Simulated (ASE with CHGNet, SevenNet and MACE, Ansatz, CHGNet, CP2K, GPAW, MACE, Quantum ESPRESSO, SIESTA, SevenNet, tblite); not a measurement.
## Machine-learned potentials on NaH9C4O7 (P-1) (84 atoms): settings against a plane-wave reference

Aim: run NaH9C4O7 (P-1) (84 atoms) in machine-learned potentials and see how near its forces come to a plane-wave reference, and at what cost.

Main program and level: ASE with CHGNet, SevenNet and MACE; the method is named at each step.

### 1. Set-up

The cell holds 84 atoms: 4 Na, 36 H, 16 C and 28 O. Cell: a = 11.912 Å, b = 6.392 Å, c = 11.230 Å, α = 104.2°, β = 91.5°, γ = 100.2°. It derives from NaH9C4O7 (P-1), repeated 2×1×1. NaH9C4O7, space group P-1, structure from the Crystallography Open Database, 2 x 1 x 1 conventional cells; positions as listed; bonds to H set to neutron lengths (C-H 1.089, N-H 1.015, O-H 0.983, B-H 1.19 Å) where the listed ones are shorter. Then every atom was moved at random, 0.02 Å r.m.s. a Cartesian component (hydrogen 0.6 of that).

The yardstick, on the same geometry:

```
method                                           : Kohn-Sham DFT, PBE, SSSP efficiency 1.3.0 pseudopotentials, plane waves (Quantum ESPRESSO 7.5); sssp-pbe-1.3.0-efficiency, cutoffs 60/480 Ry, Γ point
r.m.s. force component                           : 1.132 eV/Å
longest force                                    : 7.175 eV/Å
pressure                                         : 3.261 GPa
gap (highest filled to lowest empty level) : 2.909 eV
time                                             : 93 s on 2 MPI ranks of Arm Neoverse V2, shared host
CPU time                                         : 3.1 min
```

### 2. CHGNet 0.3.0 potential

Method: machine-learned interatomic potential CHGNet 0.3.0, trained on PBE(+U) plane-wave data.

File run.py:

```python
import numpy as np
from ase.io import read
import mlip  # loads the published weights by name

atoms = read("structure.xyz")
atoms.calc = mlip.calc("chgnet-0.3.0")
energy = atoms.get_potential_energy()
forces = atoms.get_forces()
print(f"energy {energy:.6f} eV")
print("forces (eV/A)")
for i, (a, f) in enumerate(zip(atoms, forces)):
    print(f"{i:4d} {a.symbol:2s} {f[0]:10.5f} {f[1]:10.5f} {f[2]:10.5f}")
stress = -atoms.get_stress(voigt=False) * 160.21766
print("stress (GPa, compression positive)")
for row in stress:
    print(" ".join(f"{x:10.4f}" for x in row))
```

File structure.xyz:

```xyz
84
Lattice="11.91200 0.00000 0.00000 -1.13193 6.29098 0.00000 -0.30376 -2.84790 10.85864" Properties=species:S:1:pos:R:3 pbc="T T T"
Na 1.35466 -0.94010 4.63197
Na 3.16350 4.43933 6.23014
H 2.37289 1.91277 10.79664
H 2.15223 1.55154 0.02639
H -0.49693 4.62421 1.46092
H 5.02569 -1.16296 9.38121
H 10.72297 1.89799 10.02209
H 5.71065 1.53727 0.79659
H 1.12377 -1.05832 7.40679
H 3.39475 4.46245 3.45478
H 0.21076 0.21137 7.19722
H 4.29652 3.25437 3.66642
H -0.05598 1.26725 3.30081
H 4.57276 2.16398 7.54447
H 1.45950 1.35976 2.96799
H 3.05199 2.10829 7.90075
H 0.80215 2.88411 6.45742
H 3.69736 0.54641 4.38939
H 1.05408 2.57184 4.89127
H 3.45852 0.88145 5.97258
C 1.66910 4.66980 1.57277
C 2.88537 -1.27474 9.30129
C 0.35577 4.70502 0.82493
C 4.16217 -1.27407 10.00873
C -0.19134 1.91605 10.40920
C 4.67337 1.55276 0.48516
C 0.77798 1.92410 9.22452
C 3.68695 1.49355 1.64259
O 1.58102 4.71630 2.80924
O 2.91821 -1.24359 8.04028
O 2.79190 4.67342 0.97804
O 1.72650 -1.21276 9.88603
O 0.28704 1.92620 8.06634
O 4.24956 1.56422 2.80609
O 2.05831 1.94490 9.43735
O 2.49697 1.50177 1.48144
O 0.38382 -0.68671 6.85126
O 4.13393 4.14783 4.01248
O 0.84579 1.08938 3.67391
O 3.66373 2.31769 7.15943
O 1.12453 3.24101 5.57081
O 3.45010 0.17327 5.23788
Na 7.26076 -0.98329 4.62752
Na 9.09124 4.41996 6.22938
H 8.31074 1.91928 10.81499
H 8.13138 1.52910 0.02248
H 5.45053 4.62040 1.44116
H 10.98340 -1.16807 9.41987
H 4.73608 1.89173 10.03132
H -0.24692 1.54446 0.80658
H 7.05997 -1.05100 7.43404
H 9.36265 4.50518 3.46358
H 6.18564 0.17473 7.19059
H 10.25572 3.25041 3.64601
H 5.89361 1.29018 3.30428
H 10.52216 2.17274 7.54154
[... 24 atom lines left out ...]
O 6.77817 1.14349 3.71441
O 9.62353 2.28419 7.12403
O 7.02606 3.28594 5.59209
O 9.38812 0.16159 5.28316
```

Started as:

```sh
$ OMP_NUM_THREADS=1 python run.py > output.txt
```

Output:

```text
CHGNet v0.3.0 initialized with 412,525 parameters
CHGNet will run on cpu
energy -508.116730 eV
forces (eV/A)
   0 Na    0.02492   -0.11901    0.13271
   1 Na   -0.02075   -0.03307   -0.13122
   2 H    -0.11893   -0.07338   -0.56778
   3 H    -0.06670    0.00877    0.79340
   4 H    -0.55611   -0.01096    0.88016
   5 H     0.30998   -0.05549   -0.46370
   6 H    -0.64807    0.04497   -0.22669
   7 H     0.02772    0.00222    0.31928
   8 H    -0.16753    0.39734   -0.26270
   9 H    -0.40386    0.17250   -0.05519
  10 H     0.16804    0.18184    0.17202
  11 H     0.07191   -0.69319   -0.21240
  12 H    -0.17222   -0.06472   -0.05326
  13 H    -0.19123    0.09722   -0.11169
  14 H     0.40811    0.04135   -0.45327
  15 H    -0.19950    0.00451    0.22213
  16 H     0.35645    0.05958   -1.13825
  17 H     0.33334    0.81484   -0.81007
  18 H    -0.20233   -1.28311   -0.70430
  19 H     0.12104   -0.45791   -1.15719
  20 C    -2.04064    0.29092    0.74027
  21 C     0.20021    0.22645   -2.08270
  22 C     1.12046   -0.19350    1.30686
  23 C     0.09390    0.08963    1.58629
[...]
76 O     1.28006    0.00568   -0.37495
  77 O    -4.85230   -0.04928   -0.86154
  78 O     0.49433   -0.92925    0.36512
  79 O     0.23847   -0.34136   -0.14355
  80 O     1.11825    0.34640   -0.68547
  81 O    -0.79419   -0.50957    1.55058
  82 O     0.41299    0.16874   -1.55985
  83 O     0.16073   -0.56986   -1.76702
stress (GPa, compression positive)
    3.2019    -0.2350     1.0240
   -0.2350     0.9903    -0.0187
    1.0240    -0.0187     4.6529
```

Elapsed: 3.9 s, on 1 thread of Arm Neoverse V2, shared host; peak memory 1.4 GiB.

Banners, paths, timers and routine set-up lines are dropped from the logs unmarked, and long logs keep their key lines alone; longer cuts are marked.

Compared with the plane-wave run:

- r.m.s. force component: 1.057 eV/Å
- r.m.s. difference of force components: 200.9 meV/Å
- longest difference of force vectors: 1005 meV/Å
- force difference over r.m.s. force: 17.75 %
- slope of forces against the reference's: 0.9205
- correlation of force components: 0.9855
- pressure: 2.948 GPa
- pressure difference: -0.3129 GPa

Length of the force difference by element (eV/Å):

```csv
element,atoms,mean,most
C,16,0.57,1.0
H,36,0.16,0.39
Na,4,0.052,0.083
O,28,0.28,0.80
```

The surroundings of C65, picked at random, nearest first, numbered as they follow in the input and with coordinates relative to it.

```csv
atom,x,y,z,distance (Å),bonds,Fx,Fy,Fz (eV/Å)
C65,0.00,0.00,0.00,0.00,3,1.26,-0.38,6.21
H47,-0.87,-0.10,0.67,1.10,1,0.24,0.10,0.12
C67,-0.22,0.03,-1.23,1.25,3,-1.92,0.08,-5.79
C63,1.30,-0.04,0.82,1.54,3,-1.60,0.09,-1.33
H49,-1.28,0.02,-1.60,2.05,1,1.05,0.04,0.26
O71,1.23,-0.07,2.05,2.39,2,0.02,-0.02,1.18
H45,2.29,0.05,-0.82,2.44,1,-0.27,-0.01,-0.90
O73,2.43,-0.03,0.19,2.44,2,1.01,-0.03,0.59
C69,0.71,0.06,-2.41,2.52,3,-0.05,0.10,2.12
```

Atoms are counted from 1 here, from 0 in the log.

Forces lie 18 % from the reference's, at 0.021 times its CPU time (on 1 against 2 cores).

### 3. SevenNet 0 potential

Method: machine-learned interatomic potential SevenNet 0, trained on PBE(+U) plane-wave data.

run.py: that of step 2 with these lines changed.

```diff
@@ -5,3 +5,3 @@
 atoms = read("structure.xyz")
-atoms.calc = mlip.calc("chgnet-0.3.0")
+atoms.calc = mlip.calc("7net-0")
 energy = atoms.get_potential_energy()
```

structure.xyz is that of step 2.

Output:

```text
energy -489.942383 eV
forces (eV/A)
   0 Na    0.03204   -0.13864    0.08891
   1 Na   -0.03770   -0.04233   -0.10871
   2 H    -0.18938   -0.10102   -0.55222
   3 H     0.01761    0.01613    0.87190
   4 H    -0.52350    0.04178    0.95026
   5 H     0.37371   -0.12423   -0.69414
   6 H    -0.86245    0.00703   -0.13738
   7 H     0.30107    0.09907    0.43541
   8 H    -0.09344    0.41430   -0.27736
   9 H    -0.47855    0.18795   -0.01953
  10 H     0.21582    0.17197    0.11804
  11 H     0.03195   -0.68777   -0.14955
  12 H    -0.11094   -0.10700   -0.07296
  13 H    -0.24378    0.11951   -0.08147
  14 H     0.46247    0.01315   -0.46112
  15 H    -0.25243    0.02051    0.25358
  16 H     0.43390    0.00313   -1.21723
  17 H     0.30905    0.90222   -0.77441
  18 H    -0.16172   -1.35391   -0.70475
  19 H     0.08290   -0.41633   -1.20500
  20 C    -2.58235    0.36575    0.46532
  21 C     0.74907    0.47174   -1.91745
  22 C     1.11546   -0.26690    1.20555
  23 C    -0.48633    0.08827    1.32416
[...]
76 O     1.58784    0.02829   -0.59267
  77 O    -5.09019   -0.12440   -0.71433
  78 O     0.42134   -0.92337    0.36762
  79 O     0.30240   -0.34697   -0.11879
  80 O     0.97763    0.37952   -0.66632
  81 O    -0.67450   -0.52776    1.53382
  82 O     0.33955    0.25307   -1.56924
  83 O     0.24290   -0.65079   -1.77718
stress (GPa, compression positive)
    4.2473    -0.1852     0.7834
   -0.1852     1.1690    -0.1590
    0.7834    -0.1590     5.0075
```

It took 7.3 s on 1 thread; peak memory 1.1 GiB.

Against the reference:

```
r.m.s. force component                  : 1.095 eV/Å
r.m.s. difference of force components   : 222.6 meV/Å
longest difference of force vectors     : 1427 meV/Å
force difference over r.m.s. force      : 19.67 %
slope of forces against the reference's : 0.9488
correlation of force components         : 0.9806
pressure                                : 3.475 GPa
pressure difference                     : 0.2133 GPa
```

Against the first run (18 %), the force difference from the reference is 20 %, at 1.8 times the CPU time.

The difference per atom is largest on C (0.65 eV/Å on average, against 0.25 on O).

### 4. MACE MP-0b2 small potential

Method: machine-learned interatomic potential MACE MP-0b2 small, trained on PBE(+U) plane-wave data.

run.py: that of step 3 with these lines changed.

```diff
@@ -5,3 +5,3 @@
 atoms = read("structure.xyz")
-atoms.calc = mlip.calc("7net-0")
+atoms.calc = mlip.calc("mace-mp-0b2-small")
 energy = atoms.get_potential_energy()
```

structure.xyz is that of step 3.

Output:

```text
energy -488.456175 eV
forces (eV/A)
   0 Na    0.06436   -0.12166    0.09311
   1 Na   -0.07173   -0.05045   -0.09217
   2 H    -0.20440   -0.13738   -0.62581
   3 H     0.00136    0.04404    0.90648
   4 H    -0.51434    0.06387    0.76646
   5 H     0.35386   -0.13207   -0.46679
   6 H    -0.74604    0.07497    0.16362
   7 H     0.16926    0.05771    0.11174
   8 H    -0.08068    0.41631   -0.21216
   9 H    -0.48160    0.19284   -0.08139
  10 H     0.21874    0.12149    0.12417
  11 H     0.03436   -0.66982   -0.16398
  12 H    -0.13471   -0.08924   -0.07508
  13 H    -0.27252    0.10577   -0.10128
  14 H     0.50507    0.03890   -0.51343
  15 H    -0.28089    0.00330    0.27923
  16 H     0.40427   -0.01609   -1.21062
  17 H     0.32335    0.92413   -0.75807
  18 H    -0.16840   -1.34033   -0.67208
  19 H     0.09240   -0.43766   -1.24228
  20 C    -2.84910    0.52695    0.32096
  21 C     1.08935    0.27359   -1.84161
  22 C     1.46228   -0.36670    2.12286
  23 C    -0.75037    0.21945    0.91101
[...]
76 O     1.52711    0.01074   -0.43642
  77 O    -5.07982   -0.10254   -0.90730
  78 O     0.40038   -0.86701    0.34146
  79 O     0.33231   -0.39740   -0.09285
  80 O     0.96457    0.38140   -0.65054
  81 O    -0.67000   -0.54596    1.53590
  82 O     0.34751    0.21730   -1.58754
  83 O     0.22434   -0.64731   -1.75628
stress (GPa, compression positive)
    3.4923    -0.2207     0.9850
   -0.2207     0.8190    -0.1128
    0.9850    -0.1128     4.6914
```

Run time: 5.7 s. Hardware: 1 thread; peak memory 0.67 GiB.

Compared with the plane-wave run:

```
r.m.s. force component                  : 1.205 eV/Å
r.m.s. difference of force components   : 230.1 meV/Å
longest difference of force vectors     : 1157 meV/Å
force difference over r.m.s. force      : 20.33 %
slope of forces against the reference's : 1.046
correlation of force components         : 0.9826
pressure                                : 3.001 GPa
pressure difference                     : -0.2604 GPa
```

Against the first run (18 %), the force difference from the reference is 20 %, at 1.4 times the CPU time.

The difference per atom is largest on C (0.74 eV/Å on average, against 0.26 on O).

### 5. The ladder

Differences are against the plane-wave reference, forces as r.m.s. over components; share is that over the reference's r.m.s. force, slope the least-squares factor from reference forces to these. Total energies of different programs have different zeros and aren't compared.

```csv
run,"Δ force, r.m.s. (meV/Å)",share (%),slope,Δ pressure (GPa),cores,CPU time,memory (GiB)
reference,-,-,-,-,2,3.1 min,1.5
CHGNet 0.3.0 potential,201,17.7,0.920,-0.313,1,3.9 s,1.4
SevenNet 0 potential,223,19.7,0.949,0.213,1,7.3 s,1.1
MACE MP-0b2 small potential,230,20.3,1.046,-0.260,1,5.7 s,0.67
```

Times of the machine-learned potentials are mostly Python's start and the loading of weights.

CPU time is summed over cores on a shared host, where runs went side by side, so it is rough. Symmetry, cutoffs, thresholds, outputs and thread counts weren't matched or tuned between programs; memory under MPI is the largest rank's times the ranks.

### 6. Outcome

- nearest in forces: CHGNet 0.3.0 potential, 18 %
- its CPU time: 3.9 s

In words: Machine-learned potentials differ by 18 % (CHGNet 0.3.0 potential) to 20 % (MACE MP-0b2 small potential); they were trained on other programs' data. The reference's pressure holds the uncorrected Pulay stress of its 60 Ry basis, so small pressure differences, and their order, may be the reference's own error. Machine-learned potentials mimic data converged in k, so the reference's own k-point error enters their differences. The reference's stress is far from hydrostatic: its diagonal is 4.0, 1.3, 4.5 GPa, compression counted positive. The reference's PBE has no dispersion term, which matters for the binding between molecules or layers. The published positions, changed by the recipe (random displacements or longer bonds to H), lie far from the minimum at this level of theory. The reference's pressure of 3.3 GPa belongs to a cell and atoms that aren't relaxed at this level. The electronic-structure runs sample only Γ, in a cell whose shortest periodic width is 6 Å.

[Also dropped from logs without a mark: logging warnings of Python, and SIESTA's first energy breakdown and zero terms.]

[Logs are printed without paths, hosts, clocks, repeated set-up lines and the standing remarks that a program may print on its own settings, such as how far it seeks lower states.]

[Hosts, paths, dates, database ids (printed as entryN), source tags and the programs' standing remarks are cut or masked in the printed files.]
